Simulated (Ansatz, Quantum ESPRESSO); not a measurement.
**Equation of state of fcc Pt**

How stiff is fcc Pt under hydrostatic load? Each row relaxes cell and atoms at a set pressure. The phase is followed to these pressures whether or not it stays the stable one.

Calculated with Quantum ESPRESSO 7.5, PBEsol, GBRV 1.5 ultrasoft potentials, cutoff 680 eV, Fermi–Dirac smearing 0.05 eV, k-mesh 19×19×19, no spin polarisation, no spin-orbit coupling.

Reference cell, relaxed at zero pressure with PBEsol (Fm-3m): a = 2.7683 Å, b = 2.7683 Å, c = 2.7683 Å, α = 60.00°, β = 60.00°, γ = 60.00°.

```csv
atom,x,y,z
Pt,0.0000,0.0000,0.0000
```

```
V (Å³/atom)    V/V0  P (GPa)  E − E0 (meV/atom)
    15.2150  1.0143   −3.982                2.5
    14.7546  0.9836    4.985                3.9
    14.3291  0.9552   14.981               30.4
    14.1415  0.9427   19.987               51.0
    13.8050  0.9203   30.014              103.6
```

V0 = 15.0004 Å³ an atom, where the residual pressure P0 is −0.006 GPa. **Question.** Fit the Birch–Murnaghan law and give the pressure and the energy at V = 14.5331 Å³ an atom, a row left out above.

With the Eulerian strain f = ½[(V0/V)^(2/3) − 1] and F = (P − P0)/[3f(1 + 2f)^(5/2)], the third-order law is the line F = B0 + (3/2) B0 (B′ − 4) f.

```
       f  F (GPa)
 0.02846   306.13
 0.02005   301.34
 0.01550   298.68
 0.00554   292.26
−0.00471   287.97
```

A straight line through the 5 rows: the means are 0.01297 for f and 297.28 for F, Σ(Δx)² = 0.0006643 and ΣΔxΔy = 0.3713, so the slope is 0.3713/0.0006643 = 558.93 and the intercept 297.28 − (558.93)(0.01297) = 290.03.

Hence B0 = 290.0 GPa and B′ = 4 + (558.9)/(1.5 × 290.0) = 5.28. For the withheld volume f = 0.01066, F = 295.99 GPa and P = 9.97 GPa. The run itself gives 9.96 GPa, so the estimate misses by 0.01 GPa, a rounding's worth.

Integrating the same law gives E − E0 = (9/2) B0 V0 f²[1 + (B′ − 4) f] + P0(V0 − V), with 1 GPa Å³ = 6.2415 meV: 14.1 meV an atom. The run itself gives 14.4 meV, so the estimate misses by 0.3 meV; the fitted rows themselves lie up to 1.0 meV off the law.

The same fit over all rows at other levels or in other programs gives B0 = 288 GPa with PBEsol (Ansatz).

[Logs are printed without paths, hosts, clocks, repeated set-up lines and the standing remarks that a program may print on its own settings, such as how far it seeks lower states.]
